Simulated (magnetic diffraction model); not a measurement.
# Er₂Ge₅Ir₃: what an assumed order does to the neutron pattern

Space group Ibam (no. 72), a = 10.1010 Å, b = 11.6430 Å, c = 6.0930 Å.

| site | atom | x | y | z |
| --- | --- | --- | --- | --- |
| 8j | Ir | 0.8944 | 0.6441 | 0 |
| 4a | Ir | 0 | 0 | 1/4 |
| 8j | Er | 0.2232 | 0.3617 | 1/2 |
| 8j | Ge | 0.6664 | 0.5954 | 0 |
| 8g | Ge | 0 | 0.2283 | 1/4 |
| 4b | Ge | 0 | 1/2 | 3/4 |

The compound is invented for this exercise: a known structure type with other elements, its cell scaled to their sizes and not relaxed.

Only Er is taken to order (form factors of Er3+); orders and moment sizes are assumed, and not adapted to the symmetry. Radiation: neutrons of λ = 2.567 Å (absorption by Ir left out), 3° to 65°; isotropic B of 0.14 Å² (Ir), 0.16 Å² (Er) and 0.29 Å² (Ge). The intensities are simulated: I ∝ L Σ (|F_N|² + |F_M⊥|²) for unpolarised neutrons, with F_M = 2.695 fm/μB × Σ f(s) S exp(2πi Q·r) exp(−B s²) at Q = H ± k (one set where k and −k are equivalent), only the part normal to Q counting and L = 1/(sin²θ cos θ). For collinear order S is the moment m, which repeats by lattice and centring translations R with the sign exp(−2πi k·R). Form factors are spin-only for 3d ions and dipole or tabulated for f ions, scattering lengths are Sears's of 1992, and absorption is left out. A label names one of the reflections at its angle. The strongest nuclear line in the range is 100, and lines under 0.2 are left out.

Assume the order k = (0 0 0), collinear moments along [001], 5.8 μB on Er; signs + at (0.2232, 0.3617, 1/2), + at (0.7768, 0.6383, 1/2), − at (0.7768, 0.3617, 0), − at (0.2232, 0.6383, 0).

Q: Where does magnetic intensity appear, and how strong is it?

```
2θ (°)    index  nuclear  magnetic
 19.37  (1 1 0)      0.1     147.2
 27.51  (0 1 1)      0.0      11.4
 28.48  (1 0 1)      0.0       0.9
 29.44  (2 0 0)     18.6       0.0
 38.58  (1 2 1)     17.0       0.1
 39.32  (2 2 0)      0.1       6.5
 40.73  (2 1 1)      2.4      26.9
 41.50  (1 3 0)      8.7      13.9
 46.17  (0 3 1)      0.0      23.3
 46.76  (3 1 0)      0.1      19.2
 49.83  (0 0 2)      7.7       0.0
 51.64  (3 0 1)      0.0       6.3
 52.33  (0 4 0)      3.6       0.0
 53.96  (1 1 2)      8.2       5.0
 55.71  (2 3 1)      4.9      31.6
 56.78  (0 2 2)      0.9       0.0
 58.44  (3 2 1)     76.2       0.3
 58.95  (2 0 2)    100.0       0.0
 60.62  (3 3 0)      7.5       5.0
 60.65  (1 4 1)      5.0       1.1
 61.10  (4 0 0)      7.0       0.0
 61.19  (2 4 0)     78.2       0.3
```

The strongest magnetic line in the range is (1 1 0) at 19.37° (147.2). On top of the Lorentz factor, which all lines share, magnetic lines fade with angle because f falls: for Er3+ it is 0.96, 0.86, 0.73 and 0.47 at sin θ/λ = 0.1, 0.2, 0.3 and 0.5 Å⁻¹, while nuclear lengths stay constant. The order has no net moment.

[Logs are printed without paths, hosts, clocks, repeated set-up lines and the standing remarks that a program may print on its own settings, such as how far it seeks lower states.]
